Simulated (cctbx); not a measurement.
**PrCuP2 across an absorption edge**

Space group Pbcm (no. 57), a = 5.7150 Å, b = 20.5520 Å, c = 5.6620 Å, α = 90.00°, β = 90.00°, γ = 90.00°.

```
atom  mult.       x       y       z  Ueq (Å²)
 Pr1      4  0.5165  0.1165     3/4    0.0092
 Pr2      4  0.0096  0.1197     1/4    0.0115
 Cu1      4  0.2281     3/4       0    0.0122
 Cu2      4  0.7207     3/4       0    0.0132
  P1      8  0.2295  0.9997  0.5361    0.0154
  P2      4  0.5092  0.1589     1/4    0.0160
  P3      4  0.0205  0.1647     3/4    0.0173
```

This is a model crystal, built by substitution and not relaxed, with assumed displacement parameters.

Calculated with cctbx: free-atom f′ and f″ from the Sasaki tables, no fine structure; amplitudes in electrons.

```csv
E (eV),F 2 0 0,F 1 0 0,F 0 0 2,F 0 2 0
8379,214.5,9.2,217.3,104.6
8729,221.9,9.3,225.1,97.8
8859,227.6,9.5,231.1,91.8
8919,232.8,9.6,236.5,86.2
8949,238.0,9.7,242.0,80.5
8964,243.1,9.8,247.5,74.7
8971,247.8,10.0,252.4,69.5
8975,252.7,10.1,257.6,64.0
8983,249.5,10.1,254.3,66.2
8987,243.5,10.0,247.9,72.5
8994,238.3,9.8,242.4,77.9
9009,232.7,9.7,236.5,83.9
9039,227.2,9.6,230.6,89.9
9129,220.1,9.4,223.1,97.8
9379,212.9,9.2,215.4,106.5
```

**Question.** Which edge is crossed, and why do the reflections move as they do?

The K edge of Cu. The edge is at 8979 eV. f′ of Cu falls from -4.0 e at 8859 eV to -7.5 e at 4 eV below it, and f″ steps from 0.48 to 3.90 e across it. Over that approach |F| changes by +11 % (2 0 0), +6 % (1 0 0), +11 % (0 0 2) and -30 % (0 2 0): a reflection falls where Cu scatters in phase with the total and rises where it scatters against it; it hardly moves where the Cu term is small or cancels by symmetry. Above the edge the larger f″ enters the imaginary part, where it can add to or cancel the other atoms' f″. The structure is centrosymmetric, so Friedel mates stay equal.

[Logs are printed without paths, hosts, clocks, repeated set-up lines and the standing remarks that a program may print on its own settings, such as how far it seeks lower states.]
